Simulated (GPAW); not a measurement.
# fcc Co15Ir1: moments or none

Aim: find out whether fcc Co15Ir1 carries moments when they start parallel, and what they gain.

Program: GPAW 26.7.0. Level of theory: PBE; plane waves with GPAW's PAW setups, scalar-relativistic. Results are calculated unless marked as measured.

### 1. The starting structure

It takes space group P4/mmm (No. 123, tetragonal). Conventional cell: a = 7.125 Å, b = 7.125 Å, c = 3.562 Å, α = 90.00°, β = 90.00°, γ = 90.00°. Ir has 12 Co at 2.52 Å nearest. Nearest to Co lie 10 Co at 2.52 Å and 2 Ir at 2.52 Å. Nearest to Co lie 1 Ir at 2.52 Å and 11 Co at 2.52 Å. Nearest to Co lie 12 Co at 2.52 Å. Nearest to Co lie 12 Co at 2.52 Å. ordered model alloy on an ideal lattice, lattice constant by linear interpolation, atoms not relaxed. Farther neighbours are not listed.

Structure file:

```cif
data_structure
_symmetry_space_group_name_H-M 'P 1'
_symmetry_Int_Tables_number 1
_cell_length_a 7.1249
_cell_length_b 7.1249
_cell_length_c 3.5624
_cell_angle_alpha 90.000
_cell_angle_beta 90.000
_cell_angle_gamma 90.000
_cell_volume 180.84
loop_
_atom_site_label
_atom_site_type_symbol
_atom_site_fract_x
_atom_site_fract_y
_atom_site_fract_z
_atom_site_occupancy
Ir1 Ir 0.00000 0.00000 0.00000 1
Co2 Co 0.00000 0.25000 0.50000 1
Co3 Co 0.25000 0.00000 0.50000 1
Co4 Co 0.25000 0.25000 0.00000 1
Co5 Co 0.00000 0.50000 0.00000 1
Co6 Co 0.00000 0.75000 0.50000 1
Co7 Co 0.25000 0.50000 0.50000 1
Co8 Co 0.25000 0.75000 0.00000 1
Co9 Co 0.50000 0.00000 0.00000 1
Co10 Co 0.50000 0.25000 0.50000 1
Co11 Co 0.75000 0.00000 0.50000 1
Co12 Co 0.75000 0.25000 0.00000 1
Co13 Co 0.50000 0.50000 0.00000 1
Co14 Co 0.50000 0.75000 0.50000 1
Co15 Co 0.75000 0.50000 0.50000 1
Co16 Co 0.75000 0.75000 0.00000 1
```

The cell is a made-up one and need not be a known phase.

### 2. Run 1 (ferro ++++++++++++++++)

Parallel moments need no larger cell; this start tests for a ferromagnetic state only.

order1.py reads:

```python
import json
import numpy as np
from ase import Atoms
from ase.parallel import paropen, parprint
from gpaw import GPAW

atoms = Atoms(['Ir', 'Co', 'Co', 'Co', 'Co', 'Co', 'Co', 'Co', 'Co', 'Co', 'Co', 'Co', 'Co', 'Co', 'Co', 'Co'],
    cell=[[7.124875, 0.0, 0.0],
         [0.0, 7.124875, 0.0],
         [0.0, 0.0, 3.562438]],
    scaled_positions=[[0.0, 0.0, 0.0],
         [0.0, 0.25, 0.5],
         [0.25, 0.0, 0.5],
         [0.25, 0.25, 0.0],
         [0.0, 0.5, 0.0],
         [0.0, 0.75, 0.5],
         [0.25, 0.5, 0.5],
         [0.25, 0.75, 0.0],
         [0.5, 0.0, 0.0],
         [0.5, 0.25, 0.5],
         [0.75, 0.0, 0.5],
         [0.75, 0.25, 0.0],
         [0.5, 0.5, 0.0],
         [0.5, 0.75, 0.5],
         [0.75, 0.5, 0.5],
         [0.75, 0.75, 0.0]],
    pbc=True,
    magmoms=[0.3, 1.8, 1.8, 1.8, 1.8, 1.8, 1.8, 1.8, 1.8, 1.8, 1.8, 1.8, 1.8, 1.8, 1.8, 1.8])
atoms.calc = GPAW(mode={'name': 'pw', 'ecut': 450},
    xc='PBE',
    kpts={'size': (6, 6, 11), 'gamma': True},
    occupations={'name': 'fermi-dirac', 'width': 0.05},
    convergence={'density': 1e-05, 'energy': 1e-05},
    maxiter=200,
    mixer={'name': 'pulay', 'beta': 0.04, 'nmaxold': 8, 'weight': 100},
    symmetry={'tolerance': 1e-4},
    txt='order1.txt')
e = atoms.get_potential_energy(force_consistent=True)
res = {'free_energy': e, 'energy_sigma0': atoms.get_potential_energy(), 'fermi_energy': atoms.calc.get_fermi_level()}
res['moments'] = atoms.get_magnetic_moments().tolist()
res['total'] = atoms.get_magnetic_moment()
parprint('site moments (muB):', np.round(res['moments'], 3))
parprint(f"total moment: {res['total']:.3f} muB")
parprint(f'free energy: {e:.6f} eV')
atoms.calc.write('order1.gpw')
with paropen('results.json', 'w') as f:
    json.dump(res, f)
```

Run with:

```console
> OMP_NUM_THREADS=1 mpirun -n 4 gpaw python order1.py > order1.log
```

Numbers of over 12 decimals in the logs are rounded to 6 here.

The program printed:

```text
site moments (muB): [0.556 1.611 1.611 1.703 1.792 1.611 1.76  1.703 1.792 1.76  1.611 1.703
 1.774 1.76  1.76  1.703]
total moment: 25.300 muB
free energy: -130.386432 eV

--- order1.txt ---
Input parameters:
  mode=PW(ecut=450),
  convergence={'density': 1e-05, 'energy': 1e-05},
  kpts=MonkhorstPack(size=(6, 6, 11), gamma=True),
  maxiter=200,
  mixer=Pulay(name='pulay', nmaxold=8, beta=0.04, weight=100, sigma=0.015, g_ss=None),
  occupations=Occupations(name='fermi-dirac', width=0.05),
  symmetry=Symmetry(tolerance=0.0001),
  xc=XC(name='PBE')

Diagonalizing LCAO Hamiltonian
Converting LCAO to pw mode
     .-----------------.
    /|                 |
   / |                 |
  / Co       Co        |
 *   .-Co--------Co----.
 |Co/    CoCo     Co  /
 | CoCo     Co Co    /
 |/    Co       Co  /
 Ir-------Co-------*

Atoms  # Å, Bohr magnetons
|    | symbol |        x |        y |        z |    initial magnetic moments |
|----|--------|----------|----------|----------|-----------------------------|
|  0 |     Ir | 0.000000 | 0.000000 | 0.000000 | ( 0.0000,  0.0000,  0.3000) |
|  1 |     Co | 0.000000 | 1.781219 | 1.781219 | ( 0.0000,  0.0000,  1.8000) |
|  2 |     Co | 1.781219 | 0.000000 | 1.781219 | ( 0.0000,  0.0000,  1.8000) |
|  3 |     Co | 1.781219 | 1.781219 | 0.000000 | ( 0.0000,  0.0000,  1.8000) |
|  4 |     Co | 0.000000 | 3.562438 | 0.000000 | ( 0.0000,  0.0000,  1.8000) |
|  5 |     Co | 0.000000 | 5.343656 | 1.781219 | ( 0.0000,  0.0000,  1.8000) |
|  6 |     Co | 1.781219 | 3.562438 | 1.781219 | ( 0.0000,  0.0000,  1.8000) |
|  7 |     Co | 1.781219 | 5.343656 | 0.000000 | ( 0.0000,  0.0000,  1.8000) |
|  8 |     Co | 3.562438 | 0.000000 | 0.000000 | ( 0.0000,  0.0000,  1.8000) |
|  9 |     Co | 3.562438 | 1.781219 | 1.781219 | ( 0.0000,  0.0000,  1.8000) |
| 10 |     Co | 5.343656 | 0.000000 | 1.781219 | ( 0.0000,  0.0000,  1.8000) |
| 11 |     Co | 5.343656 | 1.781219 | 0.000000 | ( 0.0000,  0.0000,  1.8000) |
| 12 |     Co | 3.562438 | 3.562438 | 0.000000 | ( 0.0000,  0.0000,  1.8000) |
| 13 |     Co | 3.562438 | 5.343656 | 1.781219 | ( 0.0000,  0.0000,  1.8000) |
| 14 |     Co | 5.343656 | 3.562438 | 1.781219 | ( 0.0000,  0.0000,  1.8000) |
| 15 |     Co | 5.343656 | 5.343656 | 0.000000 | ( 0.0000,  0.0000,  1.8000) |

Unit cell  # Å
| periodic |        x |        y |        z |  lengths |    angles |
|----------|----------|----------|----------|----------|-----------|
|      yes | 7.124875 | 0.000000 | 0.000000 | 7.124875 | 90.000000 |
|      yes | 0.000000 | 7.124875 | 0.000000 | 7.124875 | 90.000000 |
|      yes | 0.000000 | 0.000000 | 3.562438 | 3.562438 | 90.000000 |

Number of symmetries: 16

BZ-sampling:
  Number of BZ points: 396
  Number of IBZ points: 60

  Monkhorst-Pack size: [6, 6, 11]
  Monkhorst-Pack shift: [0.083333, 0.083333, 0.0]

K-points  # in reciprocal-cell coordinates
|     |                                coordinates |     weight |
|-----|--------------------------------------------|------------|
|   0 | (  0.00000000,   0.00000000,   0.00000000) | 0.00252525 |
|   1 | (  0.00000000,   0.00000000,   0.09090909) | 0.00505051 |
|   2 | (  0.00000000,   0.00000000,   0.18181818) | 0.00505051 |
|   3 | (  0.00000000,   0.00000000,   0.27272727) | 0.00505051 |
|   4 | (  0.00000000,   0.00000000,   0.36363636) | 0.00505051 |
|   5 | (  0.00000000,   0.00000000,   0.45454545) | 0.00505051 |
|   6 | (  0.16666667,   0.00000000,   0.00000000) | 0.01010101 |
|   7 | (  0.16666667,   0.00000000,   0.09090909) | 0.02020202 |
|   8 | (  0.16666667,   0.00000000,   0.18181818) | 0.02020202 |
|   9 | (  0.16666667,   0.00000000,   0.27272727) | 0.02020202 |
| ... |                                            |            |
|  59 | (  0.50000000,   0.50000000,   0.45454545) | 0.00505051 |

Plane wave coefficients: 3940
Cutoff: 450.000000 eV

Spin-components: 2 (collinear spins)
Bands:           111
Projectors:      96
Spin-degeneracy: 1
Datatype:        complex128

Parallelization:
  kpt:    4
  domain: 1
  band:   1

Density:
  Valence electrons: 150.0
  Components: 2
  Grid points: [35 35 18]
  Charge: 0.0  # |e|

Potential:
  Grid points: [35 35 18]

species:
  Ir:
    name:    Iridium
    Z:       77.0
    valence: 15
    core:    62
    charge:  0.0  # [|e|]
    compensation charges:
      type: gauss
      rc: 0.40  # [Å]
      lmax: 2
    cutoffs:
      filter: 2.40  # [Å]
      core: 2.36  # [Å]
    projectors
    | kind |    occ | energy [eV] | rcut [Å] |
    |------|--------|-------------|----------|
    |   6s |  2.000 |      -6.307 |    1.296 |
    |   5p |  6.000 |     -54.741 |    1.328 |
    |   6p |  0.000 |      -1.224 |    1.328 |
    |   5d |  7.000 |      -7.169 |    1.286 |
    |    s |        |      20.905 |    1.296 |
    |    d |        |      20.043 |    1.286 |

    Using partial waves for Ir as LCAO basis

  Co:
    name:    Cobalt
    Z:       27.0
    valence: 9
    core:    18
    charge:  0.0  # [|e|]
    compensation charges:
      type: gauss
      rc: 0.32  # [Å]
      lmax: 2
    cutoffs:
      filter: 1.87  # [Å]
      core: 2.55  # [Å]
    projectors
    | kind |    occ | energy [eV] | rcut [Å] |
    |------|--------|-------------|----------|
    |   4s |  2.000 |      -5.469 |    1.005 |
    |   4p |  0.000 |      -1.277 |    1.058 |
    |   3d |  7.000 |      -8.205 |    1.005 |
    |    s |        |      21.742 |    1.005 |
    |    p |        |      25.934 |    1.058 |
    |    d |        |      19.007 |    1.005 |

    Using partial waves for Co as LCAO basis

Reference energy: -1053025.497921  # eV

eigensolver:
  PPCG
  Converge bands: occupied
  niter=2

density mixing:
  Pulay-Mixer
  Linear mixing parameters: 0.04
  Old densities: 8
  Fourier metric: weight=100, sigma=0.015

occupation numbers:
  Fermi-Dirac:
    width: 0.0500  # eV

poisson solver:
  ecut: 3600.000000  # eV

xc functional:
  name: PBE with 2 nearest neighbor stencil

convergence criteria:
- Maximum integral of absolute [dens]ity change: 1e-05 electrons / valence electron
- Maximum [total energy] change in last 3 cyles: 1e-05 eV / valence electron
- Maximum integral of absolute [eigenst]ate change: 4e-08 eV^2 / valence electron
maximum number of iterations: 200

SCF iterations
|iter     |      energy | eigst |  dens |  magmom |
|---------|-------------|-------|-------|---------|
|iter:   1|       0s | -130.185367 | +0.46 |       | +27.3410|
|iter:   2|      33s | -129.939223 | -1.07 | -1.19 | +27.1384|
|iter:   3|      66s | -129.770704 | -2.02 | -1.17 | +27.0516|
|iter:   4|      98s | -129.673240 | -2.61 | -1.28 | +26.8786|
|iter:   5|     131s | -129.664224 | -2.82 | -1.33 | +26.6061|
|iter:   6|     164s | -129.726904 | -3.08 | -1.41 | +26.3761|
|iter:   7|     197s | -129.881024 | -2.96 | -1.46 | +26.0395|
|iter:   8|     229s | -130.138324 | -2.61 | -1.53 | +25.4098|
|iter:   9|     262s | -130.213303 | -2.71 | -1.70 | +25.2238|
|iter:  10|     295s | -130.214183 | -3.23 | -1.73 | +25.1263|
[... 19 iterations left out ...]
|iter:  30|     917s | -130.300097c| -7.80c| -4.07 | +25.3053|
|iter:  31|     932s | -130.300095c| -7.79c| -4.08 | +25.3057|
|iter:  32|     948s | -130.300093c| -7.96c| -4.09 | +25.3037|
|iter:  33|     964s | -130.300092c| -8.07c| -4.14 | +25.3023|
|iter:  34|     988s | -130.300097c| -7.65c| -4.17 | +25.3019|
|iter:  35|    1004s | -130.300099c| -7.92c| -4.33 | +25.3009|
|iter:  36|    1019s | -130.300101c| -7.79c| -4.46 | +25.3000|
|iter:  37|    1035s | -130.300102c| -7.96c| -4.65 | +25.2999|
|iter:  38|    1051s | -130.300102c| -8.15c| -4.87 | +25.2997|
|iter:  39|    1066s | -130.300102c| -8.43c| -5.17c| +25.3001|

Converged in 39 steps
Energy contributions relative to reference atoms: (reference = -1053025.497921)

Energy contributions:
  Kinetic:         123.387410
  Coulomb:        -103.214406
  Zero:              3.565185
  External:          0.000000
  Xc:             -153.951962
  Entropy:          -0.172660
  Spinorbit:         0.000000
  ----------------------------
  Free energy:    -130.386432
  Extrapolated:   -130.300102

dipole moment: (-83.684986, -83.684986, -80.361077)  # |e|*Ang

Total magnetic moment: (0.000000, 0.000000, 25.300126)

Local magnetic moments
|        x |        y |        z |
|----------|----------|----------|
| 0.000000 | 0.000000 | 0.555768 |  # Ir   0
| 0.000000 | 0.000000 | 1.611327 |  # Co   1
| 0.000000 | 0.000000 | 1.611327 |  # Co   2
| 0.000000 | 0.000000 | 1.703201 |  # Co   3
| 0.000000 | 0.000000 | 1.791721 |  # Co   4
| 0.000000 | 0.000000 | 1.611327 |  # Co   5
| 0.000000 | 0.000000 | 1.759534 |  # Co   6
| 0.000000 | 0.000000 | 1.703201 |  # Co   7
| 0.000000 | 0.000000 | 1.791721 |  # Co   8
| 0.000000 | 0.000000 | 1.759534 |  # Co   9
| 0.000000 | 0.000000 | 1.611327 |  # Co  10
| 0.000000 | 0.000000 | 1.703201 |  # Co  11
| 0.000000 | 0.000000 | 1.774282 |  # Co  12
| 0.000000 | 0.000000 | 1.759534 |  # Co  13
| 0.000000 | 0.000000 | 1.759534 |  # Co  14
| 0.000000 | 0.000000 | 1.703201 |  # Co  15

Fermi level: 10.742
Eigenvalues  # (at kpt = [0.000, 0.000, 0.000])
| band index |      eig [eV] | occ [0-1] |      eig [eV] | occ [0-1] |
|------------|---------------|-----------|---------------|-----------|
|          0 |       -38.670 |     1.000 |       -38.273 |     1.000 |
|        ... |               |           |               |           |
|         66 |         9.124 |     1.000 |        10.883 |     0.057 |
|         67 |         9.148 |     1.000 |        10.907 |     0.036 |
|         68 |         9.174 |     1.000 |        10.907 |     0.036 |
|         69 |         9.223 |     1.000 |        11.029 |     0.003 |
|         70 |         9.223 |     1.000 |        11.033 |     0.003 |
|         71 |         9.431 |     1.000 |        11.436 |     0.000 |
|         72 |         9.431 |     1.000 |        11.436 |     0.000 |
|         73 |         9.484 |     1.000 |        11.488 |     0.000 |
|         74 |         9.548 |     1.000 |        11.527 |     0.000 |
|         75 |         9.790 |     1.000 |        11.866 |     0.000 |
|         76 |        10.092 |     1.000 |        11.980 |     0.000 |
|         77 |        10.123 |     1.000 |        11.991 |     0.000 |
|         78 |        10.123 |     1.000 |        11.997 |     0.000 |
|         79 |        10.152 |     1.000 |        12.000 |     0.000 |
|         80 |        10.167 |     1.000 |        12.003 |     0.000 |
|        ... |               |           |               |           |
|        110 |        21.929 |     0.000 |        22.477 |     0.000 |

No gap
No difference between direct/indirect transitions
```

It took 19 min on 4 MPI ranks of Arm Neoverse V1, shared host; peak memory 1.9 GiB; 75 min of CPU time.

Spin moment in the augmentation sphere by atom:

| atom | spin moment in the augmentation sphere (μB) |
| --- | --- |
| Ir1 | 0.56 |
| Co2 | 1.61 |
| Co3 | 1.61 |
| Co4 | 1.70 |
| Co5 | 1.79 |
| Co6 | 1.61 |
| Co7 | 1.76 |
| Co8 | 1.70 |
| Co9 | 1.79 |
| Co10 | 1.76 |
| Co11 | 1.61 |
| Co12 | 1.70 |
| Co13 | 1.77 |
| Co14 | 1.76 |
| Co15 | 1.76 |
| Co16 | 1.70 |

Read from the output:

* magnetization: 25.30 μB
* final state: ferromagnetic

After 39 cycles the largest moment stands at 1.79 μB.

(Continued in part 2 of 2.)

[Logs and program files are shortened in this print: banners, set-up blocks, solver, clock and traceback lines can be left out without a mark of their own.]

[Logs are printed without paths, hosts, clocks, repeated set-up lines and the standing remarks that a program may print on its own settings, such as how far it seeks lower states.]

[Hosts, paths, dates, database ids (printed as entryN), source tags and the programs' standing remarks are cut or masked in the printed files.]

[Where a cell is said to come from a database of computed structures, the database is the Materials Project.]
